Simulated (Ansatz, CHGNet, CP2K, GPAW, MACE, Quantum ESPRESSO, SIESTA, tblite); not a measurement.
**Other levels on random packing of 64Li2S-20P2S5-16LiCl (mol %) (91 atoms)**

Density of this cell: 1.83 g/cm³. The cell holds 91 atoms: 36 Li, 41 S, 10 P and 4 Cl. Cell: a = 12.227 Å, b = 12.227 Å, c = 12.227 Å, α = 90.0°, β = 90.0°, γ = 90.0°. 91 atoms (36 Li, 41 S, 10 P, 4 Cl) packed at random in a cube at 1.83 g/cm³ and pushed apart as soft spheres, cations and anions kept from their own kind; a start for melting by ab initio MD, not an equilibrated structure. Then every atom was moved at random, 0.03 Å r.m.s. a Cartesian component.

Geometry: as built.

The reference, a calculation:

* method: Kohn-Sham DFT, PBE, PAW, plane waves (Ansatz 0.2.0); cutoff 420 eV, Γ point, fermi-dirac smearing of 0.05 eV; PAW set soft_2
* r.m.s. force component: 0.607 eV/Å
* longest force: 3.353 eV/Å
* pressure: -1.237 GPa
* SCF cycles: 12
* time: 10 s on 8 threads of Arm Neoverse V2, shared host
* CPU time: 74 s

Q: Estimate the differences from the reference, the CPU time and the memory of each run.
- SIESTA PBE, DZP, shift 0.01 Ry, mesh 300 Ry (SIESTA 5.4.2; 2 MPI ranks)
- MACE MPA-0 medium potential (MACE MPA-0 medium; 1 thread)
- CP2K PBE, DZVP-MOLOPT-SR, 600/50 Ry, diagonalisation (CP2K 2026.2; 4 MPI ranks)
- CP2K PBE, SZV-MOLOPT-SR, 600/50 Ry, diagonalisation (CP2K 2026.2; 2 threads)
- SIESTA PBE, SZ, shift 0.02 Ry, mesh 300 Ry (SIESTA 5.4.2; 1 thread)
- MACE MP-0b3 medium potential (MACE MP-0b3 medium; 1 thread)
- CP2K PBE+D3, DZVP-MOLOPT-SR, 600/50 Ry, diagonalisation (CP2K 2026.2; 4 MPI ranks)
- SIESTA PBE, TZP, shift 0.01 Ry, mesh 300 Ry (SIESTA 5.4.2; 2 MPI ranks)
- SIESTA PBE, SZ, shift 0.01 Ry, mesh 300 Ry (SIESTA 5.4.2; 1 thread)
- tblite IPEA1-xTB (tblite 0.8.0; 1 thread)

Differences are against the plane-wave reference, forces as r.m.s. over components; share is that over the reference's r.m.s. force, slope the least-squares factor from reference forces to these. Total energies of different programs have different zeros and aren't compared.

| run | Δ force, r.m.s. (meV/Å) | share (%) | slope | Δ pressure (GPa) | cores | CPU time | memory (GiB) |
| --- | --- | --- | --- | --- | --- | --- | --- |
| reference | - | - | - | - | 8 | 74 s | 2.1 |
| SIESTA PBE, DZP, shift 0.01 Ry, mesh 300 Ry | 228 | 37.5 | 0.981 | 0.376 | 2 | 7 min | 1.5 |
| MACE MPA-0 medium potential | 180 | 29.6 | 1.008 | 0.134 | 1 | 7.1 s | 0.95 |
| CP2K PBE, DZVP-MOLOPT-SR, 600/50 Ry, diagonalisation | 37.0 | 6.09 | 1.009 | 0.248 | 4 | 11 min | 6.2 |
| CP2K PBE, SZV-MOLOPT-SR, 600/50 Ry, diagonalisation (coarse) | 747 | 123 | 1.075 | 5.74 | 2 | 9.2 min | 4.8 |
| SIESTA PBE, SZ, shift 0.02 Ry, mesh 300 Ry (coarse) | 1122 | 185 | 1.050 | 1.05 | 1 | 96 s | 0.54 |
| MACE MP-0b3 medium potential | 234 | 38.5 | 0.950 | 0.913 | 1 | 7 s | 0.92 |
| CP2K PBE+D3, DZVP-MOLOPT-SR, 600/50 Ry, diagonalisation | 43.4 | 7.15 | 1.009 | -0.944 | 4 | 11 min | 6.2 |
| SIESTA PBE, TZP, shift 0.01 Ry, mesh 300 Ry | 216 | 35.5 | 0.984 | 0.211 | 2 | 9.1 min | 1.7 |
| SIESTA PBE, SZ, shift 0.01 Ry, mesh 300 Ry (coarse) | 1253 | 206 | 1.001 | 4.47 | 1 | 1.8 min | 0.6 |
| tblite IPEA1-xTB | 453 | 74.6 | 1.245 | -11.3 | 1 | 7.2 s | 0.15 |

Rows marked coarse were listed beforehand as settings not expected to be converged; some can still land near the reference.

Times of the machine-learned potentials are mostly Python's start and the loading of weights.

CPU time is summed over cores on a shared host, where runs went side by side, so it is rough. Symmetry, cutoffs, thresholds, outputs and thread counts weren't matched or tuned between programs; memory under MPI is the largest rank's times the ranks.

The PBE runs in local orbitals, coarse settings apart, differ by 6.1 % (CP2K PBE, DZVP-MOLOPT-SR, 600/50 Ry, diagonalisation) to 38 % (SIESTA PBE, DZP, shift 0.01 Ry, mesh 300 Ry); basis, grid and potentials can all enter. Tight binding differs by 75 % (tblite IPEA1-xTB); it is another model, with fitted parameters of its own, and the xTB methods hold dispersion. Machine-learned potentials differ by 30 % (MACE MPA-0 medium potential) to 39 % (MACE MP-0b3 medium potential); they were trained on other programs' data. Rows with another functional or a dispersion term differ by 7.1 % (CP2K PBE+D3, DZVP-MOLOPT-SR, 600/50 Ry, diagonalisation), which mixes the change of model with differences of basis and potentials. Periodic xTB results under one method name differ between programs and library versions. Machine-learned potentials mimic data converged in k, so the reference's own k-point error enters their differences. The electronic-structure runs sample only Γ, in a cell whose shortest periodic width is 12 Å, which is coarse for a cell with partly filled levels.

[Hosts, paths, dates, database ids (printed as entryN), source tags and the programs' standing remarks are cut or masked in the printed files.]
